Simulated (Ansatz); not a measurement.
# SrMgNCl (built on the sites of a database entry of Sr2NCl): from the cell to its phonons

The cell of SrMgNCl (built on the sites of a database entry of Sr2NCl) is at rest. What are its phonons?

Program: Ansatz 0.2.0. Level of theory: DFT PBE, scalar-relativistic, plane waves, norm-conserving pseudopotentials. Results are calculated unless marked as measured.

The structure was built from a prototype and need not be the compound's stable phase.

### Step 1. Starting point

It takes space group R3m (No. 160, trigonal). Conventional cell: a = 3.612 Å, b = 3.612 Å, c = 19.819 Å, α = 90.00°, β = 90.00°, γ = 120.00°. Nearest to Mg lie 3 N at 2.28 Å and 3 Cl at 2.91 Å. Nearest to Sr lie 3 N at 2.53 Å and 3 Cl at 3.04 Å. Nearest to N lie 3 Mg at 2.28 Å and 3 Sr at 2.53 Å. Nearest to Cl lie 3 Mg at 2.91 Å and 3 Sr at 3.04 Å. Farther neighbours and most contacts between anions are not listed.

### Step 2. Linear response at the zone centre

The cell comes from relaxations at this level that are not shown. The zone centre is the only wavevector solved here; it holds the modes that light can see, as far as symmetry allows. The response to a homogeneous field gives the Born charges and the dielectric tensor, and its change with displacement the Raman tensors.

input.yaml

```yaml
crystal:
  lattice:
    - [1.8059668996, 1.0426737479, 6.6063275742]
    - [-1.8059668996, 1.0426737479, 6.6063275742]
    - [0.0, -2.0853526791, 6.6063267561]
  atoms:
    - { symbol: Mg, position: [0.2239605845, 0.2239605845, 0.2239605845] }
    - { symbol: Sr, position: [0.7717815911, 0.7717815911, 0.7717815911] }
    - { symbol: "N", position: [0.5110774554, 0.5110774554, 0.5110774554] }
    - { symbol: Cl, position: [-0.0068196309, -0.0068196309, -0.0068196309] }
kpoints:
  mp_grid: { grid: [9, 9, 9] }
hamiltonian:
  xc: pbe
  pseudopotentials: { kind: nc }
scf:
  occupations: { method: fixed }
output:
  eigenvalues: true
phonons:
  method: dfpt
  dielectric: true
  rigid_motions: translations
  raman: true
```

On the command line:

```console
$ ansatz run input.yaml --threads 8 --pin off --max-ram 14336MiB --backend cpu --events-out ev --progress --plain --runs-dir out
```

Numbers of over 12 decimals in the logs are rounded to 6 here.

The log of the run:

```text
Engine: ansatz 0.2.0, x86_64-unknown-linux-gnu
Pseudopotentials: kind: nc
Pseudopotential: Mg, nc, valence charge 10, recommended cutoff 1142.878222 eV (normal), Mg.nc.azcp
Pseudopotential: Sr, nc, valence charge 10, recommended cutoff 925.187132 eV (normal), Sr.nc.azcp (PseudoDojo's, or run here from an input of PseudoDojo's: the run reads no file of this project's for it)
Pseudopotential: N, nc, valence charge 5, recommended cutoff 1240 eV (normal), N.nc.azcp
Pseudopotential: Cl, nc, valence charge 7, recommended cutoff 789.130201 eV (normal), Cl.nc.azcp (PseudoDojo's, or run here from an input of PseudoDojo's: the run reads no file of this project's for it)
Functional definition: PBE
  parameter kappa = 0.804
  parameter beta = 0.066725
  exchange = pbe_x(kappa = kappa, mu = beta*pi^2/3)
  correlation = pbe_c(beta = beta)
Crystal: 4 atoms, lattice volume = 74.640 Å³
Basis set: ecut = 1240 eV, 7435 PW (Γ), exchange–correlation on 160×160×160 points (8 copies of the dense FFT grid, shifted against one another)
Bands: 20, of which v1, the nominal top of the filled ones, is band 16 counted from 1 (15 counted from 0)
Symmetry: 6 space group operations
k-points: 205 of 729 (irreducible under 2 space group operations, time reversal used)
Non-local potential: Mg, projectors of the file, l = 0: 2, l = 1: 2
Non-local potential: Sr, projectors of the file, l = 0: 2, l = 1: 2, l = 2: 2
Non-local potential: N, projectors of the file, l = 0: 2, l = 1: 2
Non-local potential: Cl, projectors of the file, l = 0: 2, l = 1: 2, l = 2: 2
Initial density: superposition of atomic densities (chi_scale 0.1, normalization cell, long waves kept (reshape's long-wave potential 0.16 eV rms))
Initial wavefunctions: pseudopotential atomic-orbital guess
Functional: x = pbe(κ = 0.804, μ = 0.219515), c = pbe(β = 0.066725)
SCF iter   1: F=—  HF=-3299.339054 eV  |F-HF|=—  |Δ(HF+E_count)|=         —  Δρ=1.08e-1  dr2=3.57e1  ethr=3.10e-3  ⟨swp⟩=6.1  Hψ=20557  notcnv=0  defer=307
preconditioner: auto → none  [insulator: Δε(μ)=0.000 eV  Ē_g=8.177 eV  n_scr=16 (ndim 8)  ℏωp=17.2 eV  f_vac=0.000  ε∞_Penn≈5.4]
SCF iter   2: F=—  HF=-3302.275100 eV  |F-HF|=—  |Δ(HF+E_count)|=    2.94e0  Δρ=1.75e-1  dr2=6.86e1  ethr=3.10e-3  ⟨swp⟩=6.9  Hψ=21012  notcnv=0  defer=402
SCF iter   3: F=—  HF=-3293.971116 eV  |F-HF|=—  |Δ(HF+E_count)|=    8.30e0  Δρ=4.02e-2  dr2=2.37e0  ethr=3.10e-3  ⟨swp⟩=5.2  Hψ=13649  notcnv=0  defer=332
SCF iter   4: F=—  HF=-3293.482363 eV  |F-HF|=—  |Δ(HF+E_count)|=   4.89e-1  Δρ=2.49e-2  dr2=6.97e-1  ethr=3.10e-3  ⟨swp⟩=3.1  Hψ=8130  notcnv=0  defer=332
SCF iter   5: F=—  HF=-3293.484948 eV  |F-HF|=—  |Δ(HF+E_count)|=   2.59e-3  Δρ=1.29e-2  dr2=3.90e-1  ethr=2.18e-3  ⟨swp⟩=3.0  Hψ=8378  notcnv=0  defer=383
SCF iter   6: F=—  HF=-3293.420324 eV  |F-HF|=—  |Δ(HF+E_count)|=   6.46e-2  Δρ=8.63e-3  dr2=1.83e-1  ethr=1.22e-3  ⟨swp⟩=3.0  Hψ=6745  notcnv=0  defer=406
SCF iter   7: F=—  HF=-3293.366834 eV  |F-HF|=—  |Δ(HF+E_count)|=   5.35e-2  Δρ=4.43e-3  dr2=3.31e-2  ethr=5.72e-4  ⟨swp⟩=3.3  Hψ=6235  notcnv=0  defer=410
SCF iter   8: F=—  HF=-3293.358420 eV  |F-HF|=—  |Δ(HF+E_count)|=   8.41e-3  Δρ=1.80e-3  dr2=4.66e-3  ethr=1.03e-4  ⟨swp⟩=3.1  Hψ=7229  notcnv=0  defer=410
SCF iter   9: F=—  HF=-3293.357404 eV  |F-HF|=—  |Δ(HF+E_count)|=   1.02e-3  Δρ=8.47e-4  dr2=1.03e-3  ethr=1.46e-5  ⟨swp⟩=3.2  Hψ=6123  notcnv=0  defer=410
SCF iter  10: F=—  HF=-3293.357227 eV  |F-HF|=—  |Δ(HF+E_count)|=   1.77e-4  Δρ=2.18e-4  dr2=1.04e-4  ethr=3.21e-6  ⟨swp⟩=2.8  Hψ=6235  notcnv=0  defer=410
[...]
SCF iter  14: F=—  HF=-3293.357255 eV  |F-HF|=—  |Δ(HF+E_count)|=   1.07e-8  Δρ=1.19e-6  dr2=2.10e-9  ethr=5.66e-11  ⟨swp⟩=2.3  Hψ=6701  notcnv=0  defer=268
SCF iter  15: F=—  HF=-3293.357255 eV  |F-HF|=—  |Δ(HF+E_count)|=  2.88e-10  Δρ=4.35e-7  dr2=1.96e-10  ethr=6.55e-12  ⟨swp⟩=2.1  Hψ=6081  notcnv=0  defer=268
[...]
k-point 2: bands = [... 12 lower, 4.3058, 5.9161, 6.6342, 7.0620, 10.7032, 11.2595, 12.5458, 13.5550]
  k-point 204: bands = [... 12 lower, 4.4801, 5.8269, 6.8452, 7.0876, 10.9728, 11.6972, 12.0567, 12.4075]
--- Phonons (Γ-DFPT): 8 representative perturbations + reference, on 205 of 729 k-points (Σ response iterations 30) ---
  k mesh reduced under 2 symmetry operations, with k and −k counted as one. Each operation leaves every solved perturbation unchanged. A smaller set is not considered because the run solves the response to a homogeneous field
  ASR residual: 1.152e-2 → 0.000e0 eV/Å²; symmetrization residual: 1.597e-4 eV/Å²
  ASR residual per site (eV/Å²): 1.15e-2 2.33e-4 9.32e-5 5.53e-5
  Γ frequencies (cm⁻¹): 0.00 0.00 0.00 94.24 94.24 157.29 162.67 162.67 310.25 338.51 338.51 423.84
  ε∞ (high-frequency dielectric tensor):
        4.952949     0.000000    -0.000000
        0.000000     4.952949     0.000000
       -0.000000     0.000000     4.684160
  ε⁰ (static dielectric tensor: ions relaxed, cell fixed):
       16.219173     0.000000    -0.000000
        0.000000    16.219173     0.000001
       -0.000000     0.000001    13.393987
  ε⁰ − ε∞ (ionic part):
       11.266223     0.000000    -0.000000
        0.000000    11.266223     0.000001
       -0.000000     0.000001     8.709826
  softest optical mode at Γ: 94.24 cm⁻¹; the repairs (sum rule, projections) moved no ω² at Γ by more than (12.89 cm⁻¹)²
  Born effective charges Z* (e; rows j = field, columns β = displacement):
    site 0:
         2.08203    0.00000   -0.00000
         0.00000    2.08203    0.00000
        -0.00000    0.00000    1.99932
    site 1:
         2.25269    0.00000   -0.00000
         0.00000    2.25269    0.00000
        -0.00000    0.00000    2.15572
    site 2:
        -3.07570    0.00000    0.00000
         0.00000   -3.07570   -0.00000
         0.00000   -0.00000   -2.10624
    site 3:
        -1.25902    0.00000    0.00000
         0.00000   -1.25902    0.00000
        -0.00000    0.00000   -2.04880
  Z* charge neutrality: 9.968e-3 e pre-enforcement
  solved inside a basis spanned on kpoints, on 10×10×10 k-points transformed towards the longest dipole: ε∞ is read to err by 1.9e-2, Z* by 2.4e-2 e (field_mesh: kpoints solves on kpoints); Z* is corrected for what the basis lacks
  Raman tensors (in the event stream and the table raman_tensors.tsv): an entry may err by 1.2e0 Å², one of the second-order susceptibility by 3.2e0 pm/V (basis, points and sum rule); their sum over the sites missed zero by 7.339e-4 Å² ahead of its enforcement
  optical modes at Γ without the LO–TO term, one row a degenerate level:
      ω (cm⁻¹)  modes    IR ((D/Å)²/amu)  static Raman (Å⁴/amu)  depolarisation
         94.24      2             3.8680                 2.9562           0.750
        157.29      1             6.3369                 2.4637           0.665
        162.67      2             0.0570                 0.7570           0.750
        310.25      1             0.0228               177.6879           0.008
        338.51      2            40.2028                45.3936           0.750
        423.84      1             8.6970                14.9886           0.063
  optical modes at Γ + LO–TO along q̂ = [1.0000, 0.0000, 0.0000]:
      ω (cm⁻¹)  modes    IR ((D/Å)²/amu)  static Raman (Å⁴/amu)  depolarisation
         94.24      1             1.9340                 1.4781           0.750
        118.45      1             0.4001                 1.1912           0.750
        157.29      1             6.3369                 2.4637           0.665
        162.67      1             0.0285                 0.3785           0.750
        162.97      1             0.0100                 0.1119           0.750
        310.25      1             0.0228               177.6879           0.008
        338.51      1            20.1014                22.6968           0.750
        423.84      1             8.6970                14.9886           0.063
[...]
optical modes at Γ + LO–TO along q̂ = [0.0000, 1.0000, 0.0000]:
      ω (cm⁻¹)  modes    IR ((D/Å)²/amu)  static Raman (Å⁴/amu)  depolarisation
[...]
optical modes at Γ + LO–TO along q̂ = [0.0000, 0.0000, 1.0000]:
      ω (cm⁻¹)  modes    IR ((D/Å)²/amu)  static Raman (Å⁴/amu)  depolarisation
[...]
228.00      1             2.9591                 4.3601           0.742
        310.45      1             0.0189               179.4919           0.010
        338.51      1            20.1014                22.6968           0.750
        338.51      1            20.1014                22.6968           0.750
        494.08      1            12.0786                49.1224           0.262
[key lines of the parts left out:]
SCF converged after 16 iterations
Free energy (F): -3293.357255 eV
Fermi energy:    7.153186 eV
```

Elapsed: 8.7 min, on 8 threads of Intel Xeon Platinum 8488C (Sapphire Rapids), shared host; peak memory 6.3 GiB.

Reading the cycles: dr2 is the Hartree energy of the density residual (eV), the measure of convergence; HF is the Harris–Foulkes estimate of the energy, which meets the free energy F at convergence.

This step gave:

```
gap on the k-mesh                                       : 2.123 eV
volume per atom                                         : 18.66 Å³
sum-rule residual before enforcement                    : 0.01152 eV/Å²
miss of the charge sum rule                             : 0.009968 e
estimated error of the dielectric tensor                : 0.01928
estimated error of the Born charges                     : 0.02407 e
point group                                             : 3m
highest optical mode at the zone centre (no LO-TO term) : 423.8 cm⁻¹
lowest optical zone-centre mode                         : 94.24 cm⁻¹
mean high-frequency dielectric constant                 : 4.863
largest Born charge (third of the trace)                : -2.753 e
mean static dielectric constant                         : 15.28
top of the zone-centre spectrum with the field          : 494.1 cm⁻¹
```

Without the LO-TO term. Patterns of degenerate modes are one choice out of their space. Modes at Γ, with each element's share of the kinetic energy:

```tsv
mode	frequency (cm⁻¹)	symmetry	Mg %	Sr %	N %	Cl %
1	0.0	acoustic	15	54	9	22
2	0.0	acoustic	15	54	9	22
3	0.0	acoustic	15	54	9	22
4	94.2	E	8	13	2	77
5	94.2	E	8	13	2	77
6	157.3	A1	7	18	0	75
7	162.7	E	66	30	4	0
8	162.7	E	66	30	4	0
9	310.2	A1	62	27	10	0
10	338.5	E	11	3	86	0
11	338.5	E	11	3	86	0
12	423.8	A1	16	0	81	3
```

Displacements in mode 5 (94.2 cm⁻¹), the largest set to 1:
```
Mg1  0.00 -0.38  0.00
Sr2  0.00 -0.26  0.00
N3   0.00 -0.22  0.00
Cl4  0.00  1.00  0.00
```

Displacements in mode 6 (157.3 cm⁻¹), the largest set to 1:
```
Mg1  0.00  0.00 -0.36
Sr2  0.00  0.00 -0.32
N3   0.00  0.00  0.07
Cl4  0.00  0.00  1.00
```

Optical modes at the zone centre, without and with the macroscopic field of the longitudinal modes; each column is sorted by frequency, so a row need not hold one and the same mode. Modes with and without the field, by row:

```tsv
rank among optical modes	no field (cm⁻¹)	q along (1, 0, 0) (cm⁻¹)	q along (0, 0, 1) (cm⁻¹)
1	94.2	94.2	94.2
2	94.2	118.5	94.2
3	157.3	157.3	162.7
4	162.7	162.7	162.7
5	162.7	163	228
6	310.2	310.2	310.4
7	338.5	338.5	338.5
8	338.5	423.8	338.5
9	423.8	486.4	494.1
```

Born charge (rows field, columns displacement) (e), principal values of the symmetric part by kind of site:

```tsv
atom	atoms with these values	low	middle	high	mean
Mg1	1	2.00	2.08	2.08	2.05
Sr2	1	2.16	2.25	2.25	2.22
N3	1	-3.08	-3.08	-2.11	-2.75
Cl4	1	-2.05	-1.26	-1.26	-1.52
```

In full for Mg1:

```
2.08 0.00 0.00
0.00 2.08 0.00
0.00 0.00 2.00
```

High-frequency dielectric tensor:

```
4.95 0.00 0.00
0.00 4.95 0.00
0.00 0.00 4.68
```

Static dielectric tensor (ions relaxed, fixed cell):

```
16.22  0.00  0.00
 0.00 16.22  0.00
 0.00  0.00 13.39
```

Transverse modes. Lines of the infrared spectrum (strongest = 100):

```tsv
position (cm⁻¹)	label	relative intensity
94	E	10
157	A1	16
163	E	0.1
310	A1	0.1
338	E	100
424	A1	22
```

Activity x (w_L - w)^4 (n + 1)/w, 532 nm, 300 K; the tensors are static ones, while 532 nm light lies above the computed direct gap, where resonance would change the heights; modes without the macroscopic field alone. Raman lines, with heights relative to the strongest:

```tsv
position (cm⁻¹)	label	relative intensity
94	E	12
157	A1	4.1
163	E	1.2
310	A1	100
338	E	22
424	A1	5.4
```

Static second-order susceptibility (pm/V), twice the coefficient d of second-harmonic generation. Second order susceptibility, by row:

```tsv
field along	xx	yy	zz	yz	xz	xy
x	0	0	0	0	25.17	34.14
y	34.14	-34.14	0	25.17	0	0
z	25.17	25.17	-30.9	0	0	0
```

Before it was imposed, the acoustic sum rule was missed by 0.012 eV/Å² and the charge sum rule by 0.0100 e. Small misses are needed for a sound result but don't prove that mesh and cutoff are converged. The lowest optical mode is real, 94.2 cm⁻¹.

### Step 3. Isotope substitution, element Cl, natural mass 35.45 amu

An isotope changes the mass and not the force constants, so no new electronic calculation is needed; the shifts show which modes move this element.

The same force constants with the mass of Cl changed from 35.450 to 36.966 u (phonopy, no LO-TO term). Both lists are sorted by frequency; levels can cross, so a row need not hold one and the same mode. Modes under 3 cm⁻¹ are left out. Isotope shifts, by row:

```tsv
q	rank	natural mass (cm⁻¹)	changed mass (cm⁻¹)
0 0 0	4	94.24	92.73
0 0 0	5	94.24	92.73
0 0 0	6	157.3	154.8
0 0 0	7	162.7	162.7
0 0 0	8	162.7	162.7
0 0 0	9	310.2	310.2
0 0 0	10	338.5	338.5
0 0 0	11	338.5	338.5
0 0 0	12	423.8	423.6
```

A mode of this element alone would shift by -2.07 %. The highest zone-centre frequency without the field goes from 423.8 to 423.6 cm⁻¹ (-0.1 %). The product of the frequency ratios over all optical modes at Γ is 0.952; the product rule, (m/m′)^(3k/2) (M′/M)^(3/2) with k = 1 such atoms and M the mass of the cell, gives 0.952.

### Step 4. Isotope substitution, element Mg, natural mass 24.305 amu

The same for Mg, from 24.30 to 25.98 u.

A mode of this element alone would shift by -3.28 %. The highest zone-centre frequency without the field goes from 423.8 to 421.8 cm⁻¹ (-0.5 %). The product of the frequency ratios over all optical modes at Γ is 0.919; the product rule, (m/m′)^(3k/2) (M′/M)^(3/2) with k = 1 such atoms and M the mass of the cell, gives 0.919.

### Step 5. Isotope substitution, element N, natural mass 14.007 amu

The same for N, from 14.01 to 15.00 u.

A mode of this element alone would shift by -3.37 %. The highest zone-centre frequency without the field goes from 423.8 to 412.4 cm⁻¹ (-2.7 %). The product of the frequency ratios over all optical modes at Γ is 0.911; the product rule, (m/m′)^(3k/2) (M′/M)^(3/2) with k = 1 such atoms and M the mass of the cell, gives 0.911.

### Step 6. Isotope substitution, element Sr, natural mass 87.62 amu

The same for Sr, from 87.62 to 85.91 u.

The same force constants with the mass of Sr changed from 87.620 to 85.909 u (phonopy, no LO-TO term). Both lists are sorted by frequency; levels can cross, so a row need not hold one and the same mode. Modes under 3 cm⁻¹ are left out. Isotope shifts, by row:

```tsv
q	rank	natural mass (cm⁻¹)	changed mass (cm⁻¹)
0 0 0	4	94.24	94.36
0 0 0	5	94.24	94.36
0 0 0	6	157.3	157.6
0 0 0	7	162.7	163.2
0 0 0	8	162.7	163.2
0 0 0	9	310.2	311.1
0 0 0	10	338.5	338.6
0 0 0	11	338.5	338.6
0 0 0	12	423.8	423.8
```

A mode of this element alone would shift by +0.99 %. The highest zone-centre frequency without the field goes from 423.8 to 423.8 cm⁻¹ (+0.0 %). The product of the frequency ratios over all optical modes at Γ is 1.014; the product rule, (m/m′)^(3k/2) (M′/M)^(3/2) with k = 1 such atoms and M the mass of the cell, gives 1.014.

### Step 7. Outcome

```
space group (within 0.01 Å)                             : R3m
volume per atom                                         : 18.7 Å³
gap on the k-mesh                                       : 2.12 eV
highest optical mode at the zone centre (no LO-TO term) : 424 cm⁻¹
top of the zone-centre spectrum with the field          : 494 cm⁻¹
lowest optical zone-centre mode                         : 94.2 cm⁻¹
mean high-frequency dielectric constant                 : 4.86
mean static dielectric constant                         : 15.3
largest Born charge (third of the trace)                : -2.75 e
imaginary modes at Γ (the only wavevector solved)       : none
```

**Reading.** The structure is stable against zone-centre distortions, since no mode there is imaginary; other wavevectors were not solved, so zone-boundary instabilities are untested. Without the field, the optical modes at Γ span 94 to 424 cm⁻¹. No dispersion was computed. The highest mode in this list at Γ, 423.8 cm⁻¹, is mostly motion of N (81 % of the kinetic energy). With the macroscopic field of the longitudinal modes the top of the zone-centre spectrum lies at 494 cm⁻¹, against 424 cm⁻¹ without it. Lattice motion raises the mean dielectric constant from 4.863 to 15.28. The strongest infrared line is at 338 cm⁻¹. Averaged over orientations, the strongest Raman line at 532 nm and 300 K is at 310 cm⁻¹, among the modes without the field; their longitudinal partners can be Raman active too. The tensors are the static, non-resonant ones, while 532 nm light (2.33 eV) lies above the computed gap. The starting cell was built on a prototype and not taken from a measurement, so the phase need not exist. These are harmonic frequencies at zero temperature: anharmonic shifts, linewidths and thermal expansion are left out.

[Logs are printed without paths, hosts, clocks, repeated set-up lines and the standing remarks that a program may print on its own settings, such as how far it seeks lower states.]

[Hosts, paths, dates, database ids (printed as entryN), source tags and the programs' standing remarks are cut or masked in the printed files.]
